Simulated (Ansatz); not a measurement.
Rows from a G0W0 calculation on SnH5CN2Cl3 (CH(NH2)2SnCl3) (Ansatz 0.2.0; G0W0 on PBE, plane waves, PAW; PAW set soft_1; 4×4×4 mesh, 164 empty bands, screening to 52 eV, PAW set soft_1 files), in eV. Spin-orbit coupling is left out.

The structure was built from a prototype and need not be the compound's stable phase.

```
row                         k  band  start       Σx  Σc at the solution      Vxc
  A  (-0.500, -0.500, -0.500)    v1  2.238  -17.442               1.262  -15.693
  B  (-0.500, -0.500, -0.500)    v2  0.495  -20.755               3.372  -16.436
  C  (-0.500, -0.500, -0.500)    c2  4.835   -8.000              -3.081  -11.928
  D  (-0.500, -0.500, -0.500)    c3  5.176   -8.639              -3.155  -12.810
  E  (-0.500, -0.500, -0.500)    v3  0.407  -20.817               3.438  -16.396
  F  (-0.500, -0.500, -0.500)    c1  4.606   -7.330              -3.069  -11.212
```

Q: Give the quasiparticle energies and the shift of each level.

The quasiparticle equation reads E = start + Σx + Σc(E) − Vxc.

```
row  E (eV)  shift (eV)
  A   1.751      −0.488
  B  -0.452      −0.947
  C   5.681      +0.846
  D   6.192      +1.016
  E  -0.576      −0.982
  F   5.420      +0.814
```

The gap over the computed points goes from 2.37 eV to 3.67 eV.

Limits: not at the basis limit; no spin-orbit coupling.

[Paths, hosts, dates, memory and timing lines, banners, echoed tables and standing remarks are left out of the program output.]

[Logs are printed without paths, hosts, clocks, repeated set-up lines and the standing remarks that a program may print on its own settings, such as how far it seeks lower states.]

[Runs of the session that timed out or met a known fault of the program may be left out.]

[Cells called generated may have been cut or substituted from an entry of the Crystallography Open Database or the Materials Project.]

[Hosts, paths, dates, database ids (printed as entryN), source tags and the programs' standing remarks are cut or masked in the printed files.]
